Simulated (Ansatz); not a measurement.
# Formation energy and levels of the vacancy V_N in GaN (F-43m)

Charge states of V_N in GaN (F-43m), set against the band edges. Model: a cell of 24 host atoms with 1 N taken out.

Method: place-levels on r2SCAN runs: charge-transition levels and formation energies with image-charge correction and potential alignment at the atomic sites; PAW set soft_1, in Ansatz 0.2.0.

## Step 1: The structure

The cell holds 23 atoms: 12 Ga and 11 N. Cell: a = 6.361 Å, b = 6.361 Å, c = 9.542 Å, α = 60.0°, β = 60.0°, γ = 60.0°. It derives from GaN (space group F-43m). Nearest the centre at fractional (0.625, 0.625, 0.417): Ga22 at 1.95 Å, Ga15 at 1.95 Å, Ga9 at 1.95 Å, Ga21 at 1.95 Å, N10 at 3.18 Å, N23 at 3.18 Å, N8 at 3.18 Å, N16 at 3.18 Å.

As a file:

```xyz
23
Lattice="0.0000 4.4982 4.4982 4.4982 0.0000 4.4982 6.7473 6.7473 0.0000" Properties=species:S:1:pos:R:3 pbc="T T T"
Ga    0.0000    0.0000    0.0000
N     1.1245    1.1245    1.1245
Ga    2.2491    2.2491    0.0000
N     3.3736    3.3736    1.1245
Ga    4.4982    4.4982    0.0000
N     5.6227    5.6227    1.1245
Ga    2.2491    0.0000    2.2491
N     3.3736    1.1245    3.3736
Ga    4.4982    2.2491    2.2491
N     5.6227    3.3736    3.3736
Ga    6.7473    4.4982    2.2491
N     7.8718    5.6227    3.3736
Ga    0.0000    2.2491    2.2491
N     1.1245    3.3736    3.3736
Ga    2.2491    4.4982    2.2491
N     3.3736    5.6227    3.3736
Ga    4.4982    6.7473    2.2491
N     5.6227    7.8718    3.3736
Ga    2.2491    2.2491    4.4982
N     3.3736    3.3736    5.6227
Ga    4.4982    4.4982    4.4982
Ga    6.7473    6.7473    4.4982
N     7.8718    7.8718    5.6227
```

Screening for the image-charge correction: ε∞ = 6.00, ε0 = 10.56, computed on the host (DFPT, PBEsol, on the r2SCAN cell), and a cell off the functional's own equilibrium shifts the ionic part.

The cell's shortest repeat is 6.4 Å.

## Step 2: Charge states

A transition level is the Fermi level at which two charge states cost the same, so each charge needs its own total energy, at its own relaxed structure.

Random displacements of about 0.05 Å break the site symmetry at the start, so that the relaxation can reach a distorted minimum if there is one. Forces are taken on a 2×2×2 shifted mesh. The cell holds 1 electron more than the neutral one, with a uniform background that keeps it neutral on the whole.

The sampling was tested on the host first: at the k-points planned (1x1x1 shifted 0.25 0.25 0.25) its energy lies 0.117 eV an atom from the dense-mesh value, so the final energies take a denser sampling.

One of the inputs; charge, spin and start change from state to state.

qm1.relax/input.yaml reads:

```yaml
crystal:
  lattice:
    - [0.0, 2.24909694, 2.24909694]
    - [2.24909694, 0.0, 2.24909694]
    - [2.24909694, 2.24909694, 0.0]
  atoms:
    - { symbol: Ga, position: [0.0, 0.0, 0.0] }
    - { symbol: "N", position: [0.25, 0.25, 0.25] }
  supercell: [2, 2, 3]
  defects: [{ vacancy: 21 }]
total_charge: -1
basis:
  ecutwfc: 500
  xc_grid: 2
hamiltonian:
  xc: r2scan
  pseudopotentials: { kind: paw, azcp: { folder: soft_1 } }
kpoints:
  mp_grid: { grid: [2, 2, 2], shift: [0.5, 0.5, 0.5] }
scf:
  occupations: { method: fixed }
  max_iter: 100
output:
  forces: true
  charged_corrections: { epsilon: 6.0, static_epsilon: 10.56 }
relax:
  f_tol: 0.02
  max_steps: 80
  random_displacement: { amplitude: 0.05, seed: 6756 }
checkpoint:
  write: "../qm1.relax.run"
  compress: false
  write_wavefunctions: true
  write_every: 100000
```

Launch:

```
$ ansatz run input.yaml --threads 4 --pin off --max-ram 7536MiB --backend cpu --events-out ev --progress --plain --runs-dir out
```

The run of this state that the levels use, under r2SCAN:

qm1.point/input.yaml reads:

```yaml
crystal:
  checkpoint: "../qm1.relax.run"
  host: checkpoint
total_charge: -1
basis:
  ecutwfc: 500
  xc_grid: 2
hamiltonian:
  xc: r2scan
  pseudopotentials: { kind: paw, azcp: { folder: soft_1 } }
kpoints:
  mp_grid: { grid: [2, 2, 2], shift: [0.5, 0.5, 0.5] }
scf:
  occupations: { method: fixed }
  max_iter: 100
output:
  forces: true
  eigenvalues: true
  charged_corrections:
    epsilon: 6.0
    static_epsilon: 10.56
    defect_position: [0.625, 0.625, 0.416667]
  eigenstates: { localisation: true }
  populations: true
  band_densities: [{ bands: [v1, v1] }, { bands: [c1, c1] }]
  write_density: true
  write_potential: true
  volumetric_format: npy
checkpoint:
  read: "../qm1.relax.run"
  write: "../qm1.point.run"
  compress: false
  write_wavefunctions: false
  write_every: 100000
```

Relaxations under r2SCAN at a 2×2×2 shifted mesh; times on 4 threads of Arm Neoverse V2, shared host:

```
charge  moment (μB)  occupations    outcome  steps  largest displacement against the far atoms (Å)     time
    −1            0        fixed  converged     12                                            0.19     83 s
     0            1        fixed  converged      5                                            0.09  1.7 min
    +1            0        fixed  converged      7                                            0.05     51 s
    +2            1        fixed  converged      6                                            0.25  1.8 min
    +3            0        fixed  converged      6                                            0.37     52 s
    −1            2        fixed  converged      6                                            0.15  1.9 min
    +3            2        fixed  converged      7                                            0.22  2.1 min
```

Single points under r2SCAN at a 2×2×2 shifted mesh; times on 4 threads of Arm Neoverse V2, shared host:

```
charge  moment (μB)  occupations    outcome   time
    −1            0        fixed  converged  6.7 s
     0            1        fixed  converged   17 s
    +1            0        fixed  converged  6.8 s
    +2            1        fixed  converged   18 s
    +3            0        fixed  converged  5.9 s
    −1            2        fixed  converged   17 s
    +3            2        fixed  converged   16 s
```

Distances (Å) from the ideal centre to the nearest atoms after relaxation with r2SCAN:

```
charge  moment (μB)       1.       2.       3.       4.      5.      6.
    −1            0  Ga 1.79  Ga 1.80  Ga 1.85  Ga 1.87  N 3.09  N 3.11
    −1            2  Ga 1.80  Ga 1.81  Ga 1.83  Ga 1.87  N 3.16  N 3.16
     0            1  Ga 1.87  Ga 1.90  Ga 1.92  Ga 1.93  N 3.13  N 3.15
    +1            0  Ga 1.96  Ga 1.98  Ga 1.99  Ga 2.00  N 3.16  N 3.16
    +2            1  Ga 2.07  Ga 2.09  Ga 2.11  Ga 2.19  N 3.17  N 3.17
    +3            0  Ga 2.20  Ga 2.20  Ga 2.21  Ga 2.31  N 3.17  N 3.17
    +3            2  Ga 2.08  Ga 2.08  Ga 2.09  Ga 2.16  N 3.16  N 3.17
```

## Step 3: Placing the levels, r2SCAN

A charged cell interacts with its images and the background, and its potential has another zero than the host's. place-levels removes the first by a point-charge model, screened by the static dielectric constant since the ions have relaxed around the charge, and the second by comparing potentials at atoms far from the defect.

The host is a run of the defect-free crystal in the same cutoffs, grids and k-points, so that basis and sampling errors cancel in part in the differences. The host is run in a cell of 2 atoms on a matching mesh. Its band edges are searched through the zone by a band path, so the gap is smaller than, or equal to, that on the mesh. Chemical potentials are energies per atom of N (N2 molecule), run with the same functional and cutoff.

levels.point.yaml reads:

```yaml
host:
  run: host.point.run
states: [qm1.point.run, q0_M1.point.run, qp1.point.run, qp2_M1.point.run, qp3.point.run, qm1_M2.point.run, qp3_M2.point.run]
geometry_from:
  qm1.point.run: qm1.relax.run
  q0_M1.point.run: q0_M1.relax.run
  qp1.point.run: qp1.relax.run
  qp2_M1.point.run: qp2_M1.relax.run
  qp3.point.run: qp3.relax.run
  qm1_M2.point.run: qm1_M2.relax.run
  qp3_M2.point.run: qp3_M2.relax.run
  host.point.run: host.relax.run
chemical_potentials:
  "N":
    energy: -384.814403
    dataset: "<sha256 of the dataset>"
epsilon: 6.0
static_epsilon: 10.56
vertical:
  - { from: qm1.point.run, to: qm1.point_neutral.run }
  - { from: qp1.point.run, to: qp1.point_neutral.run }
  - { from: qp2_M1.point.run, to: qp2_M1.point_neutral.run }
  - { from: qp3.point.run, to: qp3.point_neutral.run }
  - { from: qm1_M2.point.run, to: qm1_M2.point_neutral.run }
  - { from: qp3_M2.point.run, to: qp3_M2.point_neutral.run }
```

Launch:

```
$ ansatz place-levels levels.point.yaml -- --threads 4 --pin off --max-ram 7536MiB
```

Numbers of over 12 decimals in the logs are rounded to 6 here.

The log of the run:

```text
[... repeated set-up lines and file paths are left out, and long positions are rounded to six places ...]
(+3/+2) 0.542 eV beneath the valence edge (-0.851 eV without the band-filling correction), in the valence band
(+2/+1) 0.408 eV beneath the valence edge, in the valence band
(+1/0) 2.339 eV above the valence edge, in the conduction band
(0/-1) 2.419 eV above the valence edge (+2.919 eV without the band-filling correction), in the conduction band
formation energy of charge +3: +2.723 eV with the Fermi level at the valence edge
formation energy of charge +2: +2.181 eV with the Fermi level at the valence edge
formation energy of charge +1: +1.774 eV with the Fermi level at the valence edge
formation energy of charge 0: +4.113 eV with the Fermi level at the valence edge
formation energy of charge -1: +6.532 eV with the Fermi level at the valence edge
vertical -1 to 0: no energy, since no alignment is typed
  the change from vertical[0].from (qm1.point.run) to vertical[0].to (qm1.point_neutral.run): by its potential at epsilon 6 it stands at 0.615 0.614 0.423, with an rms radius of about 1.9 Å (1.1 1.0 1.2 Å across the planes of the cell's vectors); [...]
vertical +1 to 0: no energy, since no alignment is typed
  the change from vertical[1].from (qp1.point.run) to vertical[1].to (qp1.point_neutral.run): by its potential at epsilon 6 it stands at 0.608 0.611 0.423, with an rms radius of about 1.8 Å (1.0 1.0 1.2 Å across the planes of the cell's vectors); [...]
vertical +2 to 0: no energy, since no alignment is typed
  the change from vertical[2].from (qp2_M1.point.run) to vertical[2].to (qp2_M1.point_neutral.run): by its potential at epsilon 6 it stands at 0.605 0.607 0.401, with an rms radius of about 1.7 Å (0.9 0.9 1.2 Å across the planes of the cell's vectors); [...]
[...]
of states[6] (qp3_M2.point.run): it parts from the run at its places by a charge that spreads by about 1.3 Å along one vector (0.9 Å or more is wide), by its potential at epsilon 6, taken for that of held ions (one typed too small widens it), where the cell [...]
  of states[5] (qm1_M2.point.run): it parts from the run at its places by a charge that spreads by about 1.5 Å along one vector (1.3 Å or more is wide), by its potential at epsilon 6, taken for that of held ions (one typed too small widens it), where the cell [...]
  of vertical[0].from (qm1.point.run): it parts from the run at its places by a charge that spreads by about 1.1 Å along one vector (0.9 Å or more is wide), by its potential at epsilon 6, taken for that of held ions (one typed too small widens it), where the [...]
  of vertical[0].to (qm1.point_neutral.run): stability_check_not_made
  of vertical[1].from (qp1.point.run): it parts from the run at its places by a charge that spreads by about 1 Å along one vector (0.9 Å or more is wide), by its potential at epsilon 6, taken for that of held ions (one typed too small widens it), where the [...]
  of vertical[1].to (qp1.point_neutral.run): stability_check_not_made
  of vertical[2].from (qp2_M1.point.run): stability_check_not_made; [...]
  of vertical[2].to (qp2_M1.point_neutral.run): stability_check_not_made
  of vertical[3].from (qp3.point.run): it parts from the run that its charge is read beside by 3 carriers, of which the mean alone is read, by its potential at epsilon 6, taken for that of held ions (one typed too small widens it): that is narrow, but one of [...]
  of vertical[3].to (qp3.point_neutral.run): band_overlap_at_count; stability_check_not_made
  of vertical[4].from (qm1_M2.point.run): stability_check_not_made; [...]
  of vertical[4].to (qm1_M2.point_neutral.run): band_overlap_at_count; stability_check_not_made
  of vertical[5].from (qp3_M2.point.run): its moments are held at its close (magnetization.spin_locking), by a field of 0.416 eV a Bohr magneton, and its energy and levels are of the state that this holds: a run that lets them go can end lower; [...]
  of vertical[5].to (qp3_M2.point_neutral.run): stability_check_not_made
```

Elapsed: 0.49 s, on 4 threads of Arm Neoverse V2, shared host.

Levels between the charges placed, in eV above the valence top:

```
        gap (eV)  (+3/+2)  (+2/+1)  (+1/0)  (0/−1)
r2SCAN      2.17    -0.54    -0.41    2.34    2.42
```

Corrections by state:

```
charge  moment (μB)  image terms and alignment (eV)  band filling (eV)  ε used  over the lowest of its charge, as the program ranks them, band filling apart (eV)
    +3          0.0                           1.141             -0.309   10.56                                                                              0.000
    +2          1.0                           0.267                  -   10.56                                                                              0.000
    +1          0.0                          -0.089                  -   10.56                                                                              0.000
     0          1.0                           0.000                  -       -                                                                              0.000
    −1          0.0                           0.568             -0.500   10.56                                                                              0.000
    +3          2.0                           0.583                  -   10.56                                                                              0.250
    −1          2.0                           0.562                  -   10.56                                                                              0.168
```

The charged structures listed were also run neutral, and place-levels reads from each pair, by the potential or the spins, how wide the charge is by which they differ; that can be the carrier of either run.

```
charge  rms radius (Å)  spread where it is widest against the cell (Å)  wide from (Å)  reading
    +3             1.5                                            0.79           0.90   narrow
    +2             1.7                                            0.86           0.90   narrow
    +1             1.8                                            0.98           0.90     wide
    −1             1.9                                            1.05           0.90     wide
```

The neutral runs of these pairs need not share the spin of the lowest neutral state, and very wide values only mean spread over the cell.

From the program's caveats on the states, each cut to its opening words:

- charge +3: it parts from the run that its charge is read beside by 3 carriers, of which the mean alone is read, by its potential at epsilon 6, taken for that of held ions [...]
- charge +3: a band-filling correction moves a carrier to the host's band edge, which changes its energy by -0.309 eV
- charge +3: its alignment with the host at atomic sites is doubtful: the mean over the far sites moves by -0.4311 eV from their farther parts to their nearer, more than [...]
- charge +2 (1 μB): it parts from the run that its charge is read beside by 2 carriers, of which the mean alone is read, by its potential at epsilon 6, taken for that of held ions [...]
- charge +2 (1 μB): its alignment with the host at atomic sites is doubtful: the mean over the far sites moves by -0.3036 eV from their farther parts to their nearer, more than [...]
- charge +2 (1 μB), 0 (1 μB), +3 (2 μB), −1 (2 μB): flagged: stability check not made
- charge +1: it parts from the run at its places by a charge that spreads by about 1 Å along one vector (0.9 Å or more is wide), by its potential at epsilon 6, taken for [...]
- charge +1: its alignment with the host at atomic sites is doubtful: the mean over the far sites moves by -0.1973 eV from their farther parts to their nearer, more than [...]
- charge 0 (1 μB): its alignment with the host at atomic sites is doubtful: the mean over the far sites moves by -0.1071 eV from their farther parts to their nearer, more than [...]
- charge −1: it parts from the run at its places by a charge that spreads by about 1.1 Å along one vector (0.9 Å or more is wide), by its potential at epsilon 6, taken for [...]
- charge −1: a band-filling correction moves a carrier to the host's band edge, which changes its energy by -0.500 eV
- charge +3 (2 μB): it parts from the run at its places by a charge that spreads by about 1.3 Å along one vector (0.9 Å or more is wide), by its potential at epsilon 6, taken for [...]
- charge +3 (2 μB): its moments are held at its close (magnetization.spin_locking), by a field of 0.416 eV a Bohr magneton, and its energy and levels are of the state that this [...]
- charge +3 (2 μB): filled levels lie above empty ones at the fixed electron count

The host's formation energy from the elements is -0.650 eV per atom; it sets how far the chemical potentials can move.

Formation energies (eV), Ga-rich (Δμ(Ga) = 0.00 eV, Δμ(N) = -1.30 eV):

```
charge  Fermi level at the valence top  at the conduction bottom
    +3                            1.42                      7.93
    +2                            0.88                      5.22
    +1                            0.47                      2.64
     0                            2.81                      2.81
    −1                            5.23                      3.06
```

Formation energies (eV), N-rich (Δμ(N) = 0.00 eV, Δμ(Ga) = -1.30 eV):

```
charge  Fermi level at the valence top  at the conduction bottom
    +3                            2.72                      9.24
    +2                            2.18                      6.52
    +1                            1.77                      3.94
     0                            4.11                      4.11
    −1                            6.53                      4.36
```

## Step 4: Results

| Quantity | Value |
| --- | --- |
| gap of the host | 2.17 eV (r2SCAN) |
| level (plus 3/plus 2) | 0.54 eV below the valence top (-0.85 eV above the valence top without the band-filling term) |
| level (plus 2/plus 1) | 0.41 eV below the valence top |
| level (plus 1/0) | 2.34 eV above the valence top, past the conduction bottom |
| level (0/minus 1) | 2.42 eV above the valence top, past the conduction bottom (2.92 eV above the valence top without the band-filling term) |
| lowest of the charges placed, just above the valence top (0.02 eV) | +1 |
| lowest of the charges placed, just below the conduction bottom (0.02 eV) | +1 |
| lowest formation energy at mid-gap of the charges run, Ga-rich | 1.56 eV |
| lowest formation energy at mid-gap of the charges run, N-rich | 2.86 eV |

**Reading.** Of the charges placed (−1, 0, +1, +2 and +3), +1 is the lowest from 0.02 eV above the valence top to 0.02 eV below the conduction bottom, a gap of 2.17 eV. States placed: +3 at 0 μB and 2 μB; +2 at 1 μB; +1 at 0 μB; 0 at 1 μB; −1 at 0 μB and 2 μB. Other spin states or structures, where not listed, weren't placed. The program finds carriers beyond a band edge of the host and adds a band-filling term at charge −1 (-0.50 eV) and +3 (-0.31 eV); steps to such a charge show no bound level, and a defect level inside a band would be read the same way. The program doubts the alignment of potentials for at least one state, a sign that the cell is small. Limits: the images are only 6.4 Å apart; r2SCAN makes the gap too small and tends to spread out bound carriers; where a gas molecule sets a chemical potential or the host's formation energy, its binding is uncorrected.

[Logs are printed without paths, hosts, clocks, repeated set-up lines and the standing remarks that a program may print on its own settings, such as how far it seeks lower states.]

[Hosts, paths, dates, database ids (printed as entryN), source tags and the programs' standing remarks are cut or masked in the printed files.]

[Where a table of states has a column of steps, it counts the stored structures, which are thinned; the runs took as many ionic steps or more.]

[A defect's name tells the site on which it was built; relaxed atoms can leave that site.]

[For some hosts the program warned that the k-mesh of the response run may be too coarse for force constants and the static dielectric constant; such warnings are not shown here.]
